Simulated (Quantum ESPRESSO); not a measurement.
**VSe2: parallel and opposed starts**

Aim: find out which collinear order of VSe2 costs least.

Main program and level: Quantum ESPRESSO 7.5; PBEsol with U = 3.2 eV on V d (ortho-atomic projectors); plane waves with GBRV 1.5 PBEsol potentials, no spin-orbit coupling.

Most raw output is cut from this account.

## Step 1: Starting point

It takes space group P-3m1 (No. 164, trigonal). Conventional cell: a = 3.356 Å, b = 3.356 Å, c = 6.104 Å, α = 90.00°, β = 90.00°, γ = 120.00°. Nearest to V lie 6 Se at 2.43 Å. Se has 3 V at 2.43 Å nearest. Farther neighbours and most contacts between anions are not listed.

The cell comes from Materials Project 2023-11-01, a database of computed structures, and need not be the stable phase.

## Step 2: Run 1, typed as ferro +

The signs are those of the starting moments on the seeded atoms, the atoms that are given a moment.

pw.in reads:

```
&CONTROL
  calculation = 'scf'
  prefix = 'pwscf'
  outdir = './tmp'
  pseudo_dir = './pseudo'
  disk_io = 'nowf'
/
&SYSTEM
  ibrav = 0
  celldm(1) = 8
  nat = 3
  ntyp = 2
  ecutwfc = 40
  ecutrho = 280
  nbnd = 21
  occupations = 'smearing'
  smearing = 'fd'
  degauss = 0.00734986
  nspin = 2
  starting_magnetization(1) = 0.1538
  starting_magnetization(2) = 0
/
&ELECTRONS
  conv_thr = 6d-09
  electron_maxstep = 150
  mixing_beta = 0.3
/
ATOMIC_SPECIES
V      50.9415 v_pbesol_v1.4.uspp.F.UPF
Se     78.9710 se_pbesol_v1.uspp.F.UPF
CELL_PARAMETERS alat
   0.7927401092805    0.0000000000000    0.0000000000000
  -0.3963700546403    0.6865330129770    0.0000000000000
   0.0000000000000    0.0000000000000    1.4418610330895
ATOMIC_POSITIONS crystal
V       0.0000000000    0.0000000000    0.0000000000
Se      0.6666666700    0.3333333300    0.7587290600
Se      0.3333333300    0.6666666700    0.2412709400
K_POINTS automatic
10 10 6 0 0 0
HUBBARD {ortho-atomic}
U V-3d 3.2000
```

The run is started by

```bash
OMP_NUM_THREADS=1 mpirun -n 4 pw.x -nk 4 -in pw.in > pw.out
```

It took 68 s on 4 MPI ranks of Intel Xeon at 2.50GHz (Skylake/Cascade Lake), shared host; peak memory 0.49 GiB.

Spin moment in the atom's sphere by atom:

| atom | spin moment in the atom's sphere (μB) |
| --- | --- |
| V1 | 1.45 |
| Se2 | -0.18 |
| Se3 | -0.18 |

Read from the output:

* smearing term TS: 0.05059 eV
* magnetization: 1.195 μB
* absolute magnetization: 2.219 μB
* final state: ferromagnetic

## Step 3: Start 2: antiferro q=(0,0,1/2) +−

This order needs a doubled cell of 6 atoms. The wavevector q is in fractions of the reciprocal vectors of the crystal's primitive cell, as the cells of these inputs are built from it; moments change sign between cells as cos(2π q·R).

pw.in reads:

```
&CONTROL
  calculation = 'scf'
  prefix = 'pwscf'
  outdir = './tmp'
  pseudo_dir = './pseudo'
  disk_io = 'nowf'
/
&SYSTEM
  ibrav = 0
  celldm(1) = 8
  nat = 6
  ntyp = 3
  ecutwfc = 40
  ecutrho = 280
  nbnd = 35
  occupations = 'smearing'
  smearing = 'fd'
  degauss = 0.00734986
  nspin = 2
  starting_magnetization(1) = 0.1538
  starting_magnetization(2) = -0.1538
  starting_magnetization(3) = 0
/
&ELECTRONS
  conv_thr = 1.2d-08
  electron_maxstep = 150
  mixing_beta = 0.3
/
ATOMIC_SPECIES
V1     50.9415 v_pbesol_v1.4.uspp.F.UPF
V2     50.9415 v_pbesol_v1.4.uspp.F.UPF
Se     78.9710 se_pbesol_v1.uspp.F.UPF
CELL_PARAMETERS alat
   0.7927401092805    0.0000000000000    0.0000000000000
  -0.3963700546403    0.6865330129770    0.0000000000000
   0.0000000000000    0.0000000000000    2.8837220661789
ATOMIC_POSITIONS crystal
V1      0.0000000000    0.0000000000    0.0000000000
V2      0.0000000000    0.0000000000    0.5000000000
Se      0.6666666700    0.3333333300    0.3793645300
Se      0.6666666700    0.3333333300    0.8793645300
Se      0.3333333300    0.6666666700    0.1206354700
Se      0.3333333300    0.6666666700    0.6206354700
K_POINTS automatic
10 10 3 0 0 0
HUBBARD {ortho-atomic}
U V1-3d 3.2000
U V2-3d 3.2000
```

It took 3.5 min on 4 MPI ranks; peak memory 0.77 GiB.

Spin moment in the atom's sphere by atom:

| atom | spin moment in the atom's sphere (μB) |
| --- | --- |
| V1 | 1.46 |
| V2 | -1.46 |
| Se3 | 0.16 |
| Se4 | -0.16 |
| Se5 | -0.16 |
| Se6 | 0.16 |

This step gave:

```yaml
smearing_term_ts: 0.09475 eV
magnetization: 0 μB
absolute_magnetization: 4.389 μB
final_state: antiferromagnetic
```

## Step 4: Run 3 (antiferro q=(0,1/2,0) +−)

The cell is doubled to 6 atoms to hold this order.

pw.in reads:

```
&CONTROL
  calculation = 'scf'
  prefix = 'pwscf'
  outdir = './tmp'
  pseudo_dir = './pseudo'
  disk_io = 'nowf'
/
&SYSTEM
  ibrav = 0
  celldm(1) = 8
  nat = 6
  ntyp = 3
  ecutwfc = 40
  ecutrho = 280
  nbnd = 35
  occupations = 'smearing'
  smearing = 'fd'
  degauss = 0.00734986
  nspin = 2
  starting_magnetization(1) = 0.1538
  starting_magnetization(2) = -0.1538
  starting_magnetization(3) = 0
/
&ELECTRONS
  conv_thr = 1.2d-08
  electron_maxstep = 150
  mixing_beta = 0.3
/
ATOMIC_SPECIES
V1     50.9415 v_pbesol_v1.4.uspp.F.UPF
V2     50.9415 v_pbesol_v1.4.uspp.F.UPF
Se     78.9710 se_pbesol_v1.uspp.F.UPF
CELL_PARAMETERS alat
   0.7927401092805    0.0000000000000    0.0000000000000
  -0.7927401092805    1.3730660259540    0.0000000000000
   0.0000000000000    0.0000000000000    1.4418610330895
ATOMIC_POSITIONS crystal
V1      0.0000000000    0.0000000000    0.0000000000
V2      0.0000000000    0.5000000000    0.0000000000
Se      0.6666666700    0.1666666650    0.7587290600
Se      0.6666666700    0.6666666650    0.7587290600
Se      0.3333333300    0.3333333350    0.2412709400
Se      0.3333333300    0.8333333350    0.2412709400
K_POINTS automatic
10 5 6 0 0 0
HUBBARD {ortho-atomic}
U V1-3d 3.2000
U V2-3d 3.2000
```

Run time: 9.5 min. Hardware: 4 MPI ranks; peak memory 1.1 GiB; 38 min of CPU time.

Spin moment in the atom's sphere by atom:

| atom | spin moment in the atom's sphere (μB) |
| --- | --- |
| V1 | 1.43 |
| V2 | -1.43 |
| Se3 | -0.04 |
| Se4 | 0.04 |
| Se5 | 0.04 |
| Se6 | -0.04 |

Read from the output:

* smearing term TS: 0.08381 eV
* magnetization: 0 μB
* absolute magnetization: 3.685 μB
* final state: antiferromagnetic

## Step 5: Run 4, typed as ferro +

pw.in reads:

```
&CONTROL
  calculation = 'scf'
  prefix = 'pwscf'
  outdir = './tmp'
  pseudo_dir = './pseudo'
  disk_io = 'nowf'
/
&SYSTEM
  ibrav = 0
  celldm(1) = 8
  nat = 3
  ntyp = 2
  ecutwfc = 40
  ecutrho = 280
  nbnd = 21
  occupations = 'smearing'
  smearing = 'fd'
  degauss = 0.00734986
  nspin = 2
  starting_magnetization(1) = 0.1538
  starting_magnetization(2) = 0
/
&ELECTRONS
  conv_thr = 6d-09
  electron_maxstep = 150
  mixing_beta = 0.3
/
ATOMIC_SPECIES
V      50.9415 v_pbesol_v1.4.uspp.F.UPF
Se     78.9710 se_pbesol_v1.uspp.F.UPF
CELL_PARAMETERS alat
   0.7927401092805    0.0000000000000    0.0000000000000
  -0.3963700546403    0.6865330129770    0.0000000000000
   0.0000000000000    0.0000000000000    1.4418610330895
ATOMIC_POSITIONS crystal
V       0.0000000000    0.0000000000    0.0000000000
Se      0.6666666700    0.3333333300    0.7587290600
Se      0.3333333300    0.6666666700    0.2412709400
K_POINTS automatic
10 10 6 0 0 0
HUBBARD {ortho-atomic}
U V-3d 3.2000
```

The job ended after 76 s (4 MPI ranks; peak memory 0.49 GiB; 4.8 min of CPU time).

Read from the output:

* smearing term TS: 0.05059 eV
* magnetization: 1.195 μB
* absolute magnetization: 2.219 μB
* final state: ferromagnetic
* largest moment: 1.450 μB

## Step 6: Ranking

An order is kept where moments of 0.15 μB or more survive with the typed signs; meshes match where a doubled cell samples the same k points as the first cell.

Orders:

| start | final state | typed order kept | energy over the lowest (meV a seeded atom) | largest site moment (μB) | net moment (μB a cell of the first run) | mesh matched | CPU time (s) |
| --- | --- | --- | --- | --- | --- | --- | --- |
| ferro + | ferromagnetic | yes | 104.8 | 1.45 | 1.195 | yes | 267.4 |
| antiferro q=(0,0,1/2) +- | antiferromagnetic | yes | 109.5 | 1.458 | 0 | yes | 836.6 |
| antiferro q=(0,1/2,0) +- | antiferromagnetic | yes | 0 | 1.434 | 0 | yes | 2262 |
| ferro + | ferromagnetic | yes | 104.8 | 1.45 | 1.195 | yes | 290.3 |

## Step 7: Fillings of the first corrected shells

| start | type | spin | occupation numbers |
| --- | --- | --- | --- |
| ferro + | V | up | 0.457 0.457 0.632 0.644 0.644 |
| ferro + | V | down | 0.100 0.114 0.114 0.352 0.352 |
| antiferro q=(0,0,1/2) +- | V1 | up | 0.458 0.458 0.636 0.643 0.643 |
| antiferro q=(0,0,1/2) +- | V1 | down | 0.100 0.114 0.114 0.350 0.350 |
| antiferro q=(0,0,1/2) +- | V2 | up | 0.100 0.114 0.114 0.350 0.350 |
| antiferro q=(0,0,1/2) +- | V2 | down | 0.458 0.458 0.636 0.643 0.643 |
| antiferro q=(0,1/2,0) +- | V1 | up | 0.208 0.448 0.460 0.823 0.852 |
| antiferro q=(0,1/2,0) +- | V1 | down | 0.098 0.103 0.127 0.351 0.378 |
| antiferro q=(0,1/2,0) +- | V2 | up | 0.098 0.103 0.127 0.351 0.378 |
| antiferro q=(0,1/2,0) +- | V2 | down | 0.208 0.448 0.460 0.823 0.852 |
| ferro + | V | up | 0.457 0.457 0.632 0.644 0.644 |
| ferro + | V | down | 0.100 0.114 0.114 0.352 0.352 |

## Step 8: Results

- moments, largest by run: 1.45, 1.46, 1.43, 1.45 μB
- spread of the energies of the runs with moments: 110 meV a seeded atom

In words: Under a U these runs seem to end in unlike orbital states: the fillings of their corrected shells differ, or their energies lie too far apart for exchange alone. The differences are then no exchange energies, and the ranking says little of the magnetic order. Seeding all runs from one set of occupation matrices is the usual remedy. Energies are free energies at an electronic temperature of 1160 K, which lowers moments and differences where the moments are itinerant.

[Logs and program files are shortened in this print: banners, set-up blocks, solver, clock and traceback lines can be left out without a mark of their own.]

[Logs are printed without paths, hosts, clocks, repeated set-up lines and the standing remarks that a program may print on its own settings, such as how far it seeks lower states.]

[Hosts, paths, dates, database ids (printed as entryN), source tags and the programs' standing remarks are cut or masked in the printed files.]

[Where a cell is said to come from a database of computed structures, the database is the Materials Project.]
